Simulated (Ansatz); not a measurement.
# Si2Pb: relaxing a made-up structure

Starting from a made-up structure for Si2Pb, the aim is the relaxed cell, its shortest contacts and, where a second run follows, its electronic structure.

Calculated with Ansatz 0.2.0; DFT, PBEsol, plane-wave PAW, files of the set soft_1, scalar-relativistic, no spin, cell and ions relaxed at zero pressure; PAW set soft_1, in the first sound run; inputs show where later runs differ.

## Step 1: The starting structure

The structure is orthorhombic, space group Cmcm (No. 63). Conventional cell: a = 3.862 Å, b = 15.004 Å, c = 3.865 Å, α = 90.00°, β = 90.00°, γ = 90.00°. Nearest to Pb lie 10 Si at 2.82 to 3.07 Å. Si has 2 Si at 2.57 Å and 6 Pb at 2.82 to 3.07 Å nearest. Nearest to Si lie 4 Si at 2.74 Å and 4 Pb at 2.86 to 3.01 Å. Farther neighbours are not listed.

## Step 2: Relaxing cell and atoms

The guess takes its coordinates from another compound and its volume from a rule, so the cell and any free coordinates are relaxed together.

input.yaml reads:

```yaml
crystal:
  lattice:
    - [1.931, -7.502, 0.0]
    - [1.931, 7.502, 0.0]
    - [0.0, 0.0, 3.865]
  atoms:
    - { symbol: Pb, position: [0.1029, 0.8971, 0.75] }
    - { symbol: Pb, position: [0.8971, 0.1029, 0.25] }
    - { symbol: Si, position: [0.4437, 0.5563, 0.75] }
    - { symbol: Si, position: [0.5563, 0.4437, 0.25] }
    - { symbol: Si, position: [0.7567, 0.2433, 0.75] }
    - { symbol: Si, position: [0.2433, 0.7567, 0.25] }
kpoints:
  mp_grid: { grid: [7, 7, 7] }
scf:
  occupations: { method: fermi_dirac, width: 0.05 }
hamiltonian:
  xc: pbesol
  pseudopotentials: { kind: paw, azcp: { folder: soft_1 }, xc_functional: pbe }
relax:
  f_tol: 0.015
  max_steps: 70
  cell: {}
output:
  forces: true
  stress: true
```

Launch:

```console
$ ansatz run input.yaml --threads 4 --pin off --max-ram 10240MiB --backend cpu --events-out ev --progress --plain --runs-dir out
```

Numbers of over 12 decimals in the logs are rounded to 6 here.

Output:

```text
basis.fft_grid_basis auto: the FFT boxes are laid along the combinations [[1, 1, 0], [0, 1, 0], [0, 0, 1]] of the cell's own vectors, 3.862, 7.747 and 3.865 Å long. The dense box has 27×54×27 points. Along the cell's own vectors, as sized, it would have 54×54×27, 2.00 times as many. Of the 8 symmetry operations that the crystal satisfies within crystal.symmetry.tolerance (time reversal apart; of a slab, those that ke [...]
Engine: ansatz 0.2.0, aarch64-unknown-linux-gnu
Pseudopotentials: kind: paw
Pseudopotential: Pb, paw, valence charge 14, recommended cutoff 420 eV (normal), soft_1/Pb.paw.azcp
Pseudopotential: Si, paw, valence charge 4, recommended cutoff 420 eV (normal), soft_1/Si.paw.azcp
Functional definition: PBEsol
  exchange = pbesol_x
  correlation = pbesol_c
Crystal: 6 atoms, lattice volume = 111.980 Å³
Basis set: ecut = 420 eV, 2203 PW (Γ), FFT grids on a1+a2, a2, a3, exchange–correlation on 54×108×54 points (8 copies of the dense FFT grid, shifted against one another)
Bands: 28, of which v1, the nominal top of the filled ones, is band 22 counted from 1 (21 counted from 0)
Symmetry: 8 space group operations
Space group: Cmcm (ITA 63), of the structure as read, at distance tolerance 4.8e-5 Å
k-points: 64 of 343
Non-local potential: Pb, projectors of the file, l = 0: 2, l = 1: 2, l = 2: 2, l = 3: 1
Non-local potential: Si, projectors of the file, l = 0: 2, l = 1: 2, l = 2: 1
PAW form: soft (Blöchl's): semilocal exchange-correlation on the pseudo side does not see the compensation charge
PAW frozen core: Pb, regenerated for the run's functional, and the local potential with it (the file was generated under x = pbe(κ = 0.804, μ = 0.219515), c = pbe(β = 0.066725))
PAW frozen core: Si, regenerated for the run's functional, and the local potential with it (the file was generated under x = pbe(κ = 0.804, μ = 0.219515), c = pbe(β = 0.066725))
PAW one-centre angular grid: Pb, 590 points (default); XC on 64 Gauss nodes
PAW one-centre angular grid: Si, 110 points (default); XC on 64 Gauss nodes
Initial density: superposition of atomic densities (chi_scale 0.1, normalization cell, long waves kept (reshape's long-wave potential 0.09 eV rms))
Initial wavefunctions: pseudopotential atomic-orbital guess
Functional: x = pbesol(κ = 0.804, μ = 0.123457), c = pbesol(β = 0.046)
SCF iter   1: F=—  HF=-25997.050815 eV  |F-HF|=—  |Δ(HF+E_count)|=         —  Δρ=2.85e-2  dr2=2.35e0  ethr=3.10e-3  ⟨swp⟩=8.2  Hψ=10000  notcnv=0
preconditioner: auto → Kerker (q_TF=auto, 2.335 Å⁻¹)  [metal: Δε(μ)=0.004 eV  Ē_g=12.026 eV  σ=0.050 eV  W_gap=0.02  n_scr=22 (ndim 8)  ℏωp=23.3 eV  f_vac=0.000  D(μ)=2.80/eV (n_scr^D=18)]
SCF iter   2: F=—  HF=-25996.534715 eV  |F-HF|=—  |Δ(HF+E_count)|=   5.16e-1  Δρ=1.67e-2  dr2=7.76e-1  ethr=3.10e-3  ⟨swp⟩=3.8  Hψ=4161  notcnv=0  defer=7
SCF iter   3: F=—  HF=-25996.301539 eV  |F-HF|=—  |Δ(HF+E_count)|=   2.33e-1  Δρ=3.00e-3  dr2=2.39e-2  ethr=1.76e-3  ⟨swp⟩=3.8  Hψ=3572  notcnv=0  defer=7
SCF iter   4: F=—  HF=-25996.296050 eV  |F-HF|=—  |Δ(HF+E_count)|=   5.49e-3  Δρ=6.24e-4  dr2=6.26e-4  ethr=5.44e-5  ⟨swp⟩=2.7  Hψ=3234  notcnv=0  defer=7
SCF iter   5: F=—  HF=-25996.295980 eV  |F-HF|=—  |Δ(HF+E_count)|=   6.94e-5  Δρ=1.15e-4  dr2=3.79e-5  ethr=1.42e-6  ⟨swp⟩=2.2  Hψ=2437  notcnv=0  defer=7
SCF iter   6: F=—  HF=-25996.295981 eV  |F-HF|=—  |Δ(HF+E_count)|=   4.23e-7  Δρ=2.53e-5  dr2=8.49e-7  ethr=8.62e-8  ⟨swp⟩=2.3  Hψ=2617  notcnv=0  defer=6
SCF iter   7: F=-25996.295981 eV  HF=-25996.295981 eV  |F-HF|=6.53e-9  |Δ(HF+E_count)|=   8.57e-8  Δρ=4.36e-6  dr2=2.35e-8  ethr=2.27e-10  ⟨swp⟩=5.0  Hψ=6953  notcnv=0
SCF 1 converged in 7 iterations: F = -25996.295981 eV  dr2 = 2.35e-8
  greatest PAW one-centre occupation: 0.978 electrons in one spin orbital (limit 2), on the Pb atom at site 1 (counted from 0), in its partial waves of l = 2
relax step   1: F+E_penalty+E_count = -25996.29598059 eV  Δ(F+E_penalty+E_count) = +0.000e0 eV  max|allowed force component| = 4.478e-1 eV/Å  Δτ_max = 0.0000 Å  P = +10.533 GPa  Ω = 111.980 Å³  (7 SCF iters, dr2 threshold 1.00e-7 eV, accepted)
Crystal: 6 atoms, lattice volume = 123.511 Å³
Basis set: ecut = 420 eV, 2421 PW (Γ), FFT grids on a1+a2, a2, a3, exchange–correlation on 54×108×54 points (8 copies of the dense FFT grid, shifted against one another)
Initial density: handed on by an earlier stage of this run
Initial wavefunctions: those handed on with the density
iter 1 solved again at ethr=9.89e-5 eV; its pass at ethr=3.10e-3 eV (dr2=4.35e-2 eV) is discarded
SCF iter   1: F=—  HF=-25996.873524 eV  |F-HF|=—  |Δ(HF+E_count)|=         —  Δρ=3.74e-3  dr2=4.43e-2  ethr=9.89e-5  ⟨swp⟩=1.8  Hψ=12703  notcnv=0
preconditioner: auto → Kerker (q_TF=auto, 2.297 Å⁻¹)  [metal: Δε(μ)=0.012 eV  Ē_g=12.506 eV  σ=0.050 eV  W_gap=0.06  n_scr=30 (ndim 8)  ℏωp=22.2 eV  f_vac=0.000  D(μ)=2.54/eV (n_scr^D=14)]
SCF iter   2: F=—  HF=-25996.867240 eV  |F-HF|=—  |Δ(HF+E_count)|=   6.28e-3  Δρ=2.34e-3  dr2=1.53e-2  ethr=9.89e-5  ⟨swp⟩=1.3  Hψ=1832  notcnv=0
SCF iter   3: F=—  HF=-25996.864546 eV  |F-HF|=—  |Δ(HF+E_count)|=   2.69e-3  Δρ=3.33e-4  dr2=2.74e-4  ethr=3.47e-5  ⟨swp⟩=2.3  Hψ=2317  notcnv=0
SCF iter   4: F=—  HF=-25996.864538 eV  |F-HF|=—  |Δ(HF+E_count)|=   8.81e-6  Δρ=1.19e-4  dr2=2.57e-5  ethr=6.23e-7  ⟨swp⟩=2.5  Hψ=3195  notcnv=0
SCF iter   5: F=—  HF=-25996.864533 eV  |F-HF|=—  |Δ(HF+E_count)|=   4.41e-6  Δρ=2.22e-5  dr2=1.89e-6  ethr=5.85e-8  ⟨swp⟩=2.5  Hψ=2608  notcnv=0
SCF iter   6: F=-25996.864533 eV  HF=-25996.864533 eV  |F-HF|=2.30e-8  |Δ(HF+E_count)|=   3.13e-7  Δρ=6.18e-6  dr2=6.79e-8  ethr=1.36e-9  ⟨swp⟩=5.0  Hψ=6657  notcnv=0
SCF 2 converged in 6 iterations: F = -25996.864533 eV  dr2 = 6.79e-8
  greatest PAW one-centre occupation: 0.979 electrons in one spin orbital (limit 2), on the Pb atom at site 1 (counted from 0), in its partial waves of l = 2
relax step   2: F+E_penalty+E_count = -25996.86453287 eV  Δ(F+E_penalty+E_count) = -5.686e-1 eV  max|allowed force component| = 5.329e-1 eV/Å  Δτ_max = 0.0531 Å  P = +1.870 GPa  Ω = 123.511 Å³  energy of the carried Pulay correction = -1.352e-3 eV  (6 SCF iters, dr2 threshold 6.00e-7 eV, accepted)
Crystal: 6 atoms, lattice volume = 128.231 Å³
Basis set: ecut = 420 eV, 2545 PW (Γ), FFT grids on a1+a2, a2, a3, exchange–correlation on 54×108×54 points (8 copies of the dense FFT grid, shifted against one another)
iter 1 solved again at ethr=5.66e-5 eV; its pass at ethr=3.10e-3 eV (dr2=2.49e-2 eV) is discarded
SCF iter   1: F=—  HF=-25997.154745 eV  |F-HF|=—  |Δ(HF+E_count)|=         —  Δρ=2.93e-3  dr2=2.50e-2  ethr=5.66e-5  ⟨swp⟩=2.0  Hψ=12531  notcnv=0
[...]
relax step  15: F+E_penalty+E_count = -25997.86167595 eV  Δ(F+E_penalty+E_count) = +2.623e-6 eV  max|allowed force component| = 6.956e-3 eV/Å  Δτ_max = 0.0020 Å  P = +0.009 GPa  Ω = 126.824 Å³  energy of the carried Pulay correction = -1.717e-3 eV  (7 SCF iters, accepted)
relax step  16: F+E_penalty+E_count = -25997.93500110 eV  Δ(F+E_penalty+E_count) = -7.333e-2 eV  max|allowed force component| = 7.887e-3 eV/Å  Δτ_max = 0.0000 Å  P = +0.834 GPa  Ω = 126.824 Å³  stress off target by 2.25e0 GPa  SCF on the basis re-selected at this cell (its energy is not comparable with the rows above)  (7 SCF iters)
relax step  17: F+E_penalty+E_count = -25997.95386216 eV  Δ(F+E_penalty+E_count) = -1.886e-2 eV  max|allowed force component| = 3.080e-1 eV/Å  Δτ_max = 0.0132 Å  P = -0.748 GPa  Ω = 129.639 Å³  energy of the carried Pulay correction = -2.689e-4 eV  (6 SCF iters, dr2 threshold 6.00e-7 eV, accepted)
relax step  18: F+E_penalty+E_count = -25997.96008565 eV  Δ(F+E_penalty+E_count) = -6.223e-3 eV  max|allowed force component| = 5.356e-3 eV/Å  Δτ_max = 0.0263 Å  P = +0.452 GPa  Ω = 128.831 Å³  energy of the carried Pulay correction = -1.789e-4 eV  (6 SCF iters, dr2 threshold 6.00e-7 eV, accepted)
relax step  19: F+E_penalty+E_count = -25997.98154554 eV  Δ(F+E_penalty+E_count) = -2.146e-2 eV  max|allowed force component| = 1.773e-1 eV/Å  Δτ_max = 0.0194 Å  P = +0.494 GPa  Ω = 128.241 Å³  energy of the carried Pulay correction = -1.230e-4 eV  (5 SCF iters, dr2 threshold 6.00e-7 eV, accepted)
relax step  20: F+E_penalty+E_count = -25997.95586651 eV  Δ(F+E_penalty+E_count) = +2.568e-2 eV  max|allowed force component| = 1.280e-1 eV/Å  Δτ_max = 0.0412 Å  P = +0.601 GPa  Ω = 127.665 Å³  energy of the carried Pulay correction = -6.141e-5 eV  (6 SCF iters, dr2 threshold 6.00e-7 eV, rejected (line search))
relax step  21: F+E_penalty+E_count = -25997.98721036 eV  Δ(F+E_penalty+E_count) = -5.665e-3 eV  max|allowed force component| = 8.769e-2 eV/Å  Δτ_max = 0.0117 Å  P = -0.311 GPa  Ω = 129.206 Å³  energy of the carried Pulay correction = -2.167e-4 eV  (9 SCF iters, accepted)
relax step  22: F+E_penalty+E_count = -25997.98920009 eV  Δ(F+E_penalty+E_count) = -1.990e-3 eV  max|allowed force component| = 1.268e-2 eV/Å  Δτ_max = 0.0045 Å  P = +0.176 GPa  Ω = 128.653 Å³  energy of the carried Pulay correction = -1.601e-4 eV  (5 SCF iters, dr2 threshold 6.00e-7 eV, accepted)
relax step  23: F+E_penalty+E_count = -25997.98918990 eV  Δ(F+E_penalty+E_count) = +1.020e-5 eV  max|allowed force component| = 1.955e-2 eV/Å  Δτ_max = 0.0112 Å  P = -0.161 GPa  Ω = 129.277 Å³  energy of the carried Pulay correction = -2.207e-4 eV  (5 SCF iters, dr2 threshold 2.85e-7 eV, accepted)
relax step  24: F+E_penalty+E_count = -25997.98957641 eV  Δ(F+E_penalty+E_count) = -3.865e-4 eV  max|allowed force component| = 4.768e-3 eV/Å  Δτ_max = 0.0047 Å  P = -0.004 GPa  Ω = 128.943 Å³  energy of the carried Pulay correction = -1.885e-4 eV  (5 SCF iters, dr2 threshold 1.11e-7 eV, accepted)
Basis set: ecut = 420 eV, 2519 PW (Γ), FFT grids on a1+a2, a2, a3, exchange–correlation on 48×144×50 points (8 copies of the dense FFT grid, shifted against one another)
iter 1 solved again at ethr=2.75e-7 eV; its pass at ethr=3.10e-3 eV (dr2=1.21e-4 eV) is discarded
SCF iter   1: F=—  HF=-25997.989852 eV  |F-HF|=—  |Δ(HF+E_count)|=         —  Δρ=6.97e-5  dr2=8.31e-7  ethr=2.75e-7  ⟨swp⟩=3.6  Hψ=15223  notcnv=0
preconditioner: auto → Kerker (q_TF=auto, 2.281 Å⁻¹)  [metal: Δε(μ)=0.055 eV  Ē_g=12.535 eV  σ=0.050 eV  W_gap=0.27  n_scr=24 (ndim 8)  ℏωp=21.7 eV  f_vac=0.000  D(μ)=2.15/eV (n_scr^D=6)]
SCF iter   2: F=—  HF=-25997.989841 eV  |F-HF|=—  |Δ(HF+E_count)|=   1.08e-5  Δρ=3.67e-5  dr2=2.33e-7  ethr=1.89e-9  ⟨swp⟩=2.2  Hψ=3173  notcnv=0
SCF iter   3: F=—  HF=-25997.989842 eV  |F-HF|=—  |Δ(HF+E_count)|=   6.24e-7  Δρ=2.21e-6  dr2=4.03e-9  ethr=5.29e-10  ⟨swp⟩=2.7  Hψ=3120  notcnv=0
SCF iter   4: F=—  HF=-25997.989842 eV  |F-HF|=—  |Δ(HF+E_count)|=   1.24e-9  Δρ=4.21e-7  dr2=7.03e-10  ethr=9.15e-12  ⟨swp⟩=2.3  Hψ=3100  notcnv=0
SCF iter   5: F=—  HF=-25997.989842 eV  |F-HF|=—  |Δ(HF+E_count)|=  8.73e-11  Δρ=1.13e-7  dr2=6.01e-11  ethr=1.60e-12  ⟨swp⟩=2.3  Hψ=2674  notcnv=0
SCF iter   6: F=-25997.989842 eV  HF=-25997.989842 eV  |F-HF|=7.28e-12  |Δ(HF+E_count)|=  3.64e-12  Δρ=2.02e-8  dr2=7.20e-13  ethr=1.00e-12  ⟨swp⟩=4.0  Hψ=5554  notcnv=0
SCF 25 converged in 6 iterations: F = -25997.989842 eV  dr2 = 7.20e-13
relax step  25: F+E_penalty+E_count = -25997.98984204 eV  Δ(F+E_penalty+E_count) = -2.656e-4 eV  max|allowed force component| = 4.806e-3 eV/Å  Δτ_max = 0.0000 Å  P = -0.005 GPa  Ω = 128.943 Å³  stress off target by 9.98e-3 GPa  SCF on the basis re-selected at this cell (its energy is not comparable with the rows above)  (6 SCF iters)
basis re-selected at this cell: Δ(F+E_penalty+E_count) = -2.656e-4 eV, ΔP = -0.001 GPa vs the last step (what re-selecting the basis moved, of the pressure what is left beyond the Pulay correction that the steps carried, after the strain that the cell walked since its last selection, with what the two solves' SCF thresholds leave and, on support functions, any second-order correction that the steps lacked; it is no measure of the basis error at this ecutwfc). The dense FFT grid was sized anew with the basis: this SCF ran on 24×72×25 points, the steps before it on 25×72×25, so part of this shift can come from that change (see relax.cell in the input reference). [rest of the remark cut]
SCF converged after 6 iterations
Free energy (F): -25997.989842 eV
Harris-Foulkes:  -25997.989842 eV  (|F-HF|=7.28e-12)
Internal energy: -25997.971813 eV  (E = F + TS)
E sigma→0 (E₀):  -25997.980828 eV
Entropy (-TS):   -0.018029 eV (-3.005 meV/atom)
Fermi energy:    9.435443 eV
--- Per-component energies (eV) ---
  E_band       = -44.405223
  E_kinetic    = 746.599866
  E_local      = -2381.654779  (includes V_loc(G=0)·N_el)
  E_nonlocal   = 705.967642
  E_hartree    = 949.151529
  E_xc         = -632.582689
  E_vxc        = -467.965726  (∫ρ·V_xc dr)
  E_paw        = -22475.199233  (= ΣΔE_a)
  E_vpaw       = -545.655458  (= ΣTr[D̂ρ^β])
  E_aug_tail   = 0.000147  (compensation charges beyond the density's cutoff)
  E_ewald      = -2910.504879
  E_core_change = 0.250583  (= ΣΔE_core)
  E_smearing   = -0.018029  (= −TS)
  E_closure    = -0.000000  (closes the sum)
  Σ components = -25997.989842   (vs F -25997.989842, Δ=0.00e0)
--- Forces (eV/Å), atoms counted from 1 ---
  atom   1  Pb     0.00000000     0.00480610     0.00000000
  atom   2  Pb     0.00000000    -0.00480610    -0.00000000
  atom   3  Si     0.00000000    -0.00377589    -0.00000000
  atom   4  Si     0.00000000     0.00377589     0.00000000
  atom   5  Si     0.00000000     0.00042576     0.00000000
  atom   6  Si     0.00000000    -0.00042576    -0.00000000
  max |Σ_I F_I| component: 3.79e-19 eV/Å
--- Stress (GPa, compression-positive) ---
       -0.009979      -0.000000      -0.000000
       -0.000000      -0.005082      -0.000000
       -0.000000      -0.000000       0.000243
  P = ⅓ Tr σ = -0.0049 GPa (-0.049 kbar)
--- Relaxed structure (23 steps of the walk, 21 accepted, 2 SCFs on fresh bases) ---
  F+E_penalty+E_count = -25997.98984204 eV   max|allowed force component| = 4.806e-3 eV/Å   (the final SCF, on the basis selected at the relaxed cell)
  cell:  # Å, volume = 128.9431 Å³
    - [1.729124, -10.229108, 0.0]
    - [1.729124, 10.229108, 0.0]
    - [0.0, 0.0, 3.645057]
  atoms:
    - { symbol: Pb, position: [0.122076, 0.877924, 0.75] }
    - { symbol: Pb, position: [0.877924, 0.122076, 0.25] }
    - { symbol: Si, position: [0.463939, 0.536061, 0.75] }
    - { symbol: Si, position: [0.536061, 0.463939, 0.25] }
    - { symbol: Si, position: [0.753050, 0.246950, 0.75] }
    - { symbol: Si, position: [0.246950, 0.753050, 0.25] }
```

The job ended after 63 s (4 threads of Arm Neoverse V2, shared host; peak memory 0.54 GiB; 4 min of CPU time).

Step by step (22 of 25):

```
step  energy less that of the first step (eV)  largest force component (eV/Å)  pressure (GPa)  volume (Å³)
   1                                   0.0000                          0.4478           10.53       111.98
   2                                  -0.5686                          0.5329            1.87       123.51
   3                                  -0.8549                          0.5478           -0.63       128.23
   4                                  -1.1880                          0.1830           -0.52       129.18
   6                                  -1.5431                          0.1810            0.40       126.59
   7                                  -1.5593                          0.1251            0.09       127.04
   8                                  -1.5648                          0.0132           -0.01       127.17
   9                                  -1.5648                          0.0152           -0.09       127.25
  10                                  -1.5652                          0.0062            0.03       127.05
  11                                  -1.5654                          0.0050            0.01       127.04
  12                                  -1.5656                          0.0046            0.00       126.93
  14                                  -1.5657                          0.0048           -0.01       126.89
  15                                  -1.5657                          0.0070            0.01       126.82
 16*                                  -1.6390                          0.0079            0.83       126.82
  17                                  -1.6579                          0.3080           -0.75       129.64
  18                                  -1.6641                          0.0054            0.45       128.83
  19                                  -1.6856                          0.1773            0.49       128.24
  20                                  -1.6599                          0.1280            0.60       127.66
  22                                  -1.6932                          0.0127            0.18       128.65
  23                                  -1.6932                          0.0195           -0.16       129.28
  24                                  -1.6936                          0.0048            0.00       128.94
 25*                                  -1.6939                          0.0048            0.00       128.94
```

Relaxation steps marked * repeat the geometry before them on a plane-wave basis chosen anew for their cell, so energy and pressure can jump there. Other such steps can lie between the rows shown. Relaxation steps 13, 20 were tried and not accepted.

The run keeps the 8 symmetry operations that it works with, so distortions that break them were not tested.

| cell as run | before | after | change |
| --- | --- | --- | --- |
| a (Å) | 7.747 | 10.374 | +33.9 % |
| b (Å) | 7.747 | 10.374 | +33.9 % |
| c (Å) | 3.865 | 3.645 | -5.7 % |
| γ (°) | 151.13 | 160.81 | +6.4 % |
| volume (Å³/atom) | 18.66 | 21.49 | +15.1 % |

The atoms that moved most (Å, as changes of fractional coordinates times the final cell):

```
atom     dx      dy     dz  length
 Si4  0.000   0.414  0.000   0.414
 Si3  0.000  -0.414  0.000   0.414
 Pb2  0.000   0.392  0.000   0.392
 Pb1  0.000  -0.392  0.000   0.392
 Si5  0.000   0.075  0.000   0.075
 Si6  0.000  -0.075  0.000   0.075
```

Numbers from this step:

| Item | Value |
| --- | --- |
| free energy | -25997.9898 eV |
| energy at zero smearing | -25997.9808 eV |
| smearing term TS | 0.01803 eV |
| Fermi energy | 9.435 eV |
| electrons | 44 |
| symmetry operations | 8 |
| pressure | -0.004939 GPa |

Shortest distances by pair of elements, guess and relaxed (not always the same contact):

| pair | guess (Å) | relaxed (Å) |
| --- | --- | --- |
| Si–Si | 2.567 | 2.345 |
| Pb–Si | 2.820 | 3.067 |
| Pb–Pb | 3.643 | 3.458 |

The relaxation ends with a largest force component of 0.0048 eV/Å and a pressure of 0.00 GPa.

[end of part 1 of 2]

[Logs are printed without paths, hosts, clocks, repeated set-up lines and the standing remarks that a program may print on its own settings, such as how far it seeks lower states.]

[Hosts, paths, dates, database ids (printed as entryN), source tags and the programs' standing remarks are cut or masked in the printed files.]
